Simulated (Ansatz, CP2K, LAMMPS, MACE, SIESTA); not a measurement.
**Amorphous 59Ga2O3-41P2O5 (mol %) (64 atoms): one structure in several programs**

How near do other programs and methods come to a plane-wave reference for amorphous 59Ga2O3-41P2O5 (mol %) (64 atoms)? A plane-wave run serves as the reference.

Method: Kohn-Sham DFT, PBE, PAW, plane waves, in Ansatz 0.2.0.

### Step 1. The starting structure

The cell holds 64 atoms: 13 Ga, 9 P and 42 O. Its edges and angles: a = 9.303 Å, b = 9.303 Å, c = 9.303 Å, α = 90.0°, β = 90.0°, γ = 90.0°. 64 atoms (13 Fe, 9 P, 42 O) placed at random at 3.33 g/cm³, melted at 5000 K for 10 ps at fixed volume with the Morse and Coulomb pair potential with partial charges (Pedone, Malavasi, Menziani, Cormack and Segre, J. Phys. Chem. B 110, 11780 (2006)). Quenched from 5000 K to 300 K at 100 K/ps and fixed volume, held 10 ps at zero pressure, then minimised at fixed cell. Then Fe was replaced by Ga and the cell scaled by 1.005 (the potential has no terms for the new elements, so the cell is a start for a DFT relaxation).

### Step 2. Plane-wave reference

The PAW files are the set soft_2.

Input file input.yaml:

```yaml
crystal:
  lattice:
    - [9.30295, 0.0, 0.0]
    - [0.0, 9.30295, 0.0]
    - [0.0, 0.0, 9.30295]
  atoms:
    - { symbol: Ga, position: [0.9253, 0.41696, 0.04723] }
    - { symbol: Ga, position: [0.7174, 0.90024, 0.43323] }
    - { symbol: Ga, position: [0.00246, 0.47447, 0.72317] }
    - { symbol: Ga, position: [0.54291, 0.17938, 0.22837] }
    [... 54 atom lines left out ...]
    - { symbol: O, position: [0.21121, 0.16625, 0.04722] }
    - { symbol: O, position: [0.82083, 0.59487, 0.0817] }
    - { symbol: O, position: [0.55023, 0.49687, 0.97243] }
    - { symbol: O, position: [0.84911, 0.46861, 0.38974] }
    - { symbol: O, position: [0.10906, 0.529, 0.55028] }
    - { symbol: O, position: [0.08683, 0.8129, 0.63228] }
kpoints:
  mp_grid: { grid: [1, 1, 1] }
hamiltonian:
  xc: pbe
scf:
  occupations: { method: fermi_dirac, width: 0.05 }
output:
  forces: true
  eigenvalues: true
```

The run is started by

```console
$ ansatz run input.yaml --threads 16 --pin off --max-ram 31232MiB --backend cpu --events-out ev --progress --plain --runs-dir out
```

The log of the run:

```text
[...]
Pseudopotentials: kind: paw
Pseudopotential: Ga, paw, valence charge 13, recommended cutoff 420 eV (normal), Ga.paw.azcp
Pseudopotential: P, paw, valence charge 5, recommended cutoff 420 eV (normal), P.paw.azcp
Pseudopotential: O, paw, valence charge 6, recommended cutoff 420 eV (normal), O.paw.azcp
[...]
Crystal: 64 atoms, lattice volume = 805.123 Å³
Basis set: ecut = 420 eV, 15659 PW (Γ), exchange–correlation on 128×128×128 points (8 copies of the dense FFT grid, shifted against one another)
Bands: 297, of which v1, the nominal top of the filled ones, is band 233 counted from 1 (232 counted from 0)
Symmetry: 1 space group operations
Space group: P1 (ITA 1), of the structure as read, at distance tolerance 9.3e-5 Å
k-points: 1
[...]
Initial density: superposition of atomic densities (neutral atoms: chi_scale 0, normalization atom), corrected by the library's trained network
Initial wavefunctions: pseudopotential atomic-orbital guess
[...]
SCF iter   1: F=—  HF=-79826.081931 eV  |F-HF|=—  |Δ(HF+E_count)|=         —  Δρ=3.73e-3  dr2=1.95e-1  ethr=1.77e-3  ⟨swp⟩=6.0  Hψ=1335  notcnv=0  defer=48
preconditioner: auto → Resta (q_TF=auto, 2.491 Å⁻¹)  ε∞=3.7  [insulator: Δε(μ)=1.607 eV  Ē_g=17.141 eV  σ=0.050 eV  W_gap=1.00  n_scr=202 (ndim 8)  ℏωp=28.3 eV  f_vac=0.159  D(μ)=0.00/eV (n_scr^D=0)  ε∞_Penn≈3.7]
SCF iter   2: F=—  HF=-79826.049166 eV  |F-HF|=—  |Δ(HF+E_count)|=   3.28e-2  Δρ=2.14e-3  dr2=4.24e-2  ethr=4.18e-5  ⟨swp⟩=3.0  Hψ=541  notcnv=0  defer=59
SCF iter   3: F=—  HF=-79826.043017 eV  |F-HF|=—  |Δ(HF+E_count)|=   6.15e-3  Δρ=9.79e-4  dr2=1.44e-2  ethr=9.09e-6  ⟨swp⟩=2.0  Hψ=431  notcnv=0  defer=32
automatic band count: iteration 3 solves 270 bands in place of 297: the levels show a gap, and the empty bands left out lie too high to hold charge; the band table lists the bands solved (type scf.n_extra_bands for more)
SCF iter   4: F=—  HF=-79826.040241 eV  |F-HF|=—  |Δ(HF+E_count)|=   2.78e-3  Δρ=3.79e-4  dr2=1.21e-3  ethr=3.09e-6  ⟨swp⟩=2.0  Hψ=431  notcnv=0  defer=32
SCF iter   5: F=—  HF=-79826.040131 eV  |F-HF|=—  |Δ(HF+E_count)|=   1.10e-4  Δρ=1.92e-4  dr2=3.05e-4  ethr=2.61e-7  ⟨swp⟩=3.0  Hψ=459  notcnv=0  defer=32
[...]
SCF iter   9: F=—  HF=-79826.041608 eV  |F-HF|=—  |Δ(HF+E_count)|=   6.84e-7  Δρ=6.23e-6  dr2=3.42e-7  ethr=3.85e-10  ⟨swp⟩=3.0  Hψ=488  notcnv=0  defer=32
SCF iter  10: F=-79826.041608 eV  HF=-79826.041608 eV  |F-HF|=1.20e-8  |Δ(HF+E_count)|=   8.98e-8  Δρ=2.93e-6  dr2=7.25e-8  ethr=2.15e-11  ⟨swp⟩=15.0  Hψ=1306  notcnv=0
SCF 1 converged in 10 iterations: F = -79826.041608 eV  dr2 = 7.25e-8
[...]
SCF converged after 10 iterations
Free energy (F): -79826.041608 eV
Harris-Foulkes:  -79826.041608 eV  (|F-HF|=1.20e-8)
Internal energy: -79826.041601 eV  (E = F + TS)
E sigma→0 (E₀):  -79826.041605 eV
Entropy (-TS):   -0.000007 eV (-0.000 meV/atom)
Fermi energy:    5.977360 eV
--- Per-component energies (eV) ---
[...]
Σ components = -79826.041608   (vs F -79826.041608, Δ=0.00e0)
--- Forces (eV/Å), atoms counted from 1 ---
  atom   1  Ga     1.24685123    -0.55234070     1.08216967
  atom   2  Ga     0.52299969    -0.58130163    -0.51827912
  atom   3  Ga     0.06009462     1.13032793     0.16445312
  atom   4  Ga     1.01220100    -0.44694060    -0.06966634
[...]
atom  64  O      3.24480699     0.86706136    -0.90934065
  max |Σ_I F_I| component: 8.42e-5 eV/Å
--- Band table (eV) ---
  k-point 0: bands = ["-17.4804", "-17.4076", "-17.1994", "-16.4600", [... 254 levels ...], "12.4875", "12.7690", "12.7873", "12.8174", "12.9178", "13.0204", "13.0920", "13.1076", "13.1916", "13.3076", "13.4233", "13.5415"]
```

Run time: 4.2 s. Hardware: 16 threads of Arm Neoverse N1, shared host; peak memory 1.1 GiB; 51 s of CPU time.

Reading the cycles: dr2 is the Hartree energy of the density residual (eV), the measure of convergence; HF is the Harris–Foulkes estimate of the energy, which meets the free energy F at convergence.

The run gave:

- free energy: -79826.0416 eV
- free energy per atom: -1247.2819 eV/atom
- SCF cycles: 10
- r.m.s. force component: 1.043 eV/Å
- longest force: 3.48 eV/Å
- Fermi energy: 5.977 eV
- gap (highest filled to lowest empty level): 1.286 eV

Neighbours are counted within 2.50 Å (O-Ga), 1.98 Å (O-P).

Length of the force by element and coordination:

```csv
element,coordination,atoms,mean length of the force (eV/Å),spread,least,most
Ga,all,13,1.22,0.514,0.575,2.52
Ga,4,1,0.925,0,0.925,0.925
Ga,5,6,0.945,0.179,0.591,1.14
Ga,6,6,1.55,0.586,0.575,2.52
O,all,42,1.68,0.760,0.628,3.48
O,2,23,1.54,0.507,0.628,2.32
O,3,16,2.01,0.956,0.632,3.48
O,4,3,0.986,0.157,0.772,1.14
P,all,9,2.07,0.735,0.869,3.10
```

The levels nearest the highest filled one (over half full), pooled over k-points and spins:

```csv
level less the highest filled one (eV),occupation
-0.964,2
-0.924,2
-0.742,2
-0.344,2
-0.153,2
0,2
1.29,0
2.53,0
2.72,0
3.05,0
3.15,0
3.51,0
```

### Step 3. Local order

Density 3.83 g/cm³, 12.58 Å³ an atom.

Pair distribution functions g(r), in bins of 0.2 Å:

```csv
r (Å),total,O-O,O-Ga,O-P,Ga-Ga,Ga-P,P-P
1.40,0.07,0.00,0.00,0.39,0.00,0.00,0.00
1.60,2.33,0.00,0.00,12.65,0.00,0.00,0.00
1.80,0.45,0.00,1.69,0.00,0.00,0.00,0.00
2.00,1.49,0.00,5.59,0.00,0.00,0.00,0.00
2.20,0.59,0.00,2.23,0.00,0.00,0.00,0.00
2.40,0.94,1.93,0.42,0.00,0.00,0.00,0.00
2.60,1.00,2.16,0.25,0.00,0.00,0.00,0.00
2.80,0.87,1.85,0.07,0.00,0.94,0.34,0.00
3.00,0.85,1.41,0.20,0.28,2.50,0.60,0.00
3.20,1.02,1.11,0.17,0.57,1.87,4.98,1.62
3.40,1.00,0.53,0.75,1.39,1.64,4.30,0.00
3.60,0.96,0.62,1.35,1.16,1.46,1.08,0.00
3.80,0.96,0.83,1.01,1.52,0.82,0.00,1.05
4.00,1.00,0.69,1.32,1.44,0.72,0.34,1.94
4.20,1.05,0.72,1.60,1.62,0.00,0.15,0.47
4.40,1.14,0.84,1.85,1.01,0.39,0.85,1.60
4.60,0.95,1.08,0.87,0.84,0.72,0.78,1.47
```

Bonds by pair of elements; cutoffs follow the first minimum of g(r), held within bounds set by covalent radii, and pairs that aren't listed don't count as bonded:

```csv
pair A-B,cutoff (Å),bonds,mean length (Å),spread (Å),shortest (Å),B about A,A about B
O-Ga,2.5,70,2.05,0.135,1.81,1.67,5.38
O-P,1.98,36,1.53,0.018,1.49,0.857,4
```

How many atoms have how many bonded neighbours:

```csv
element,mean,2,3,4,5,6
Ga,5.38,0,0,1,6,6
O,2.52,23,16,3,0,0
P,4,0,0,9,0,0
```

Oxygen atoms by the number of network formers (Si, P, Ge, B, Al, As, Ga) bound to them:

```
network formers bound to O  O atoms  per cent
                         0        0         0
                         1        0         0
                         2       23      54.8
                         3       16      38.1
                         4        3       7.1
```

Network units: each former by its oxygen neighbours and how many of them bridge to another former:

| former | O neighbours | bridging O | atoms |
| --- | --- | --- | --- |
| P | 4 | 4 | 9 |
| Ga | 4 | 4 | 1 |
| Ga | 5 | 5 | 6 |
| Ga | 6 | 6 | 6 |

Rings of the network by King's shortest-path rule, up to 12 atoms, one path for each pair of neighbours; H, halogens, alkali and alkaline-earth atoms are left out, and the last column divides by all other atoms, bonded or not:

```
ring size (atoms)  rings  per network atom
                4     16              0.25
                6     25             0.391
                8     44             0.688
               10     40             0.625
               12      9             0.141
```

### Step 4. What was run beside it

The programs:
- CP2K 2026.2: Gaussian basis with GTH pseudopotentials and a plane-wave density; labels give functional, basis (MOLOPT sets; SR short-range, UZH the newer set with its own potentials), grid cutoff/relative cutoff and solver (OT: orbital transformation; TRS4, TC2, SIGN: linear-scaling purification with its sparsity filter), or its built-in tight binding.
- MACE: machine-learned potential, published weights.
- SIESTA 5.4.2: numerical atomic orbitals, whose automatically made sets are far from complete, with PseudoDojo norm-conserving potentials that we converted to its format (checked against plane waves on the same files for H, C, O, Si, Ge and Ca alone); labels give functional, basis size, energy shift and mesh cutoff.

All use the same cell and atoms; the electronic-structure runs use the same k-mesh, and an electronic temperature of 580 K (0.05 eV) where levels are smeared.

Differences are against the plane-wave reference, forces as r.m.s. over components; share is that over the reference's r.m.s. force, slope the least-squares factor from reference forces to these. Total energies of different programs have different zeros and aren't compared.

```
                                                 run  Δ force, r.m.s. (meV/Å)  share (%)  slope  Δ gap (eV)  cores  CPU time  memory (GiB)
                                           reference                        -          -      -           -     16      51 s           1.1
        CP2K PBE, DZVP-MOLOPT-SR, 600/40 Ry, OT DIIS                     98.6       9.46  1.043      -0.107      4    13 min           2.5
CP2K PBE, SZV-MOLOPT-SR, 600/40 Ry, OT DIIS (coarse)                     3103        297  2.985      -0.759      4   6.5 min           2.0
                         MACE MP-0b2 small potential                      184       17.6  0.873           -      4      12 s          0.68
         SIESTA PBE, DZP, shift 0.01 Ry, mesh 350 Ry                      275       26.4  1.193      -0.158      4   5.6 min           1.6
 SIESTA PBE, SZ, shift 0.02 Ry, mesh 350 Ry (coarse)                     3006        288  2.911      -0.629      4      80 s          0.97
```

Rows marked coarse were listed beforehand as settings not expected to be converged; some can still land near the reference.

Times of the machine-learned potentials are mostly Python's start and the loading of weights.

CPU time is summed over cores on a shared host, where runs went side by side, so it is rough. Symmetry, cutoffs, thresholds, outputs and thread counts weren't matched or tuned between programs; memory under MPI is the largest rank's times the ranks.

Runs without a result: CP2K PBE, SZV-MOLOPT-SR, 600/40 Ry, TC2 filter 1e-06, SCF 1e-06 (cut off at its time limit of 2 min).

Mean charges by element (e), by run and scheme:

```
                                         run     scheme     Ga      P      O
CP2K PBE, DZVP-MOLOPT-SR, 600/40 Ry, OT DIIS   Mulliken  +0.85  +0.82  -0.44
CP2K PBE, DZVP-MOLOPT-SR, 600/40 Ry, OT DIIS  Hirshfeld  +0.58  +0.47  -0.28
 SIESTA PBE, DZP, shift 0.01 Ry, mesh 350 Ry  Hirshfeld  +0.50  +0.40  -0.24
```

### Step 5. What came out

```json
{
 "reference r.m.s. force component": "1.04 eV/Å",
 "nearest in forces": "CP2K PBE, DZVP-MOLOPT-SR, 600/40 Ry, OT DIIS, 9.5 %",
 "farthest in forces": "CP2K PBE, SZV-MOLOPT-SR, 600/40 Ry, OT DIIS (coarse), 297 %",
 "cheapest electronic-structure run beside the reference": "SIESTA PBE, SZ, shift 0.02 Ry, mesh 350 Ry, 80 s of CPU time"
}
```

The PBE runs in local orbitals, coarse settings apart, differ by 9.5 % (CP2K PBE, DZVP-MOLOPT-SR, 600/40 Ry, OT DIIS) to 26 % (SIESTA PBE, DZP, shift 0.01 Ry, mesh 350 Ry); basis, grid and potentials can all enter. Machine-learned potentials differ by 18 % (MACE MP-0b2 small potential); they were trained on other programs' data. Runs with settings chosen to be coarse differ by 288 % (SIESTA PBE, SZ, shift 0.02 Ry, mesh 350 Ry) to 297 % (CP2K PBE, SZV-MOLOPT-SR, 600/40 Ry, OT DIIS), their programs' other errors included. None of the electronic-structure runs in the table takes under half the reference's CPU time of 51 s; they take 1.6 to 16 times as much. SIESTA PBE, DZP, shift 0.01 Ry, mesh 350 Ry stiffens the forces by a factor of 1.19 while following their directions (correlation 0.989). At the same functional, gaps differ from the reference's 1.29 eV by between -0.76 and -0.11 eV. Charges hang on scheme and program or settings: among these rows the mean for P runs from +0.40 to +0.82 e. In the reference: filled and empty levels are parted by 1.29 eV (at Γ alone); a semilocal functional tends to put such gaps too low. In a disordered cell it changes from sample to sample, and tail or defect levels can set it. In the reference: for some of the pairs, g(r) has its first main peak near 2.5 Å (O-O), 2.0 Å (O-Ga), 1.5 Å (O-P), 3.0 Å (Ga-Ga) and 3.3 Å (Ga-P). Machine-learned potentials mimic data converged in k, so the reference's own k-point error enters their differences. The quench rate of 100 K/ps is many orders above laboratory rates, so the cell is likely richer in defects and strain than a real sample. The network of bonds at the start is that of the classical potential that made the cell, and needn't be the one that DFT or experiment would give. The electronic-structure runs sample only Γ, in a cell whose shortest periodic width is 9 Å.

[Also dropped from logs without a mark: logging warnings of Python, and SIESTA's first energy breakdown and zero terms.]

[Logs are printed without paths, hosts, clocks, repeated set-up lines and the standing remarks that a program may print on its own settings, such as how far it seeks lower states.]

[Hosts, paths, dates, database ids (printed as entryN), source tags and the programs' standing remarks are cut or masked in the printed files.]
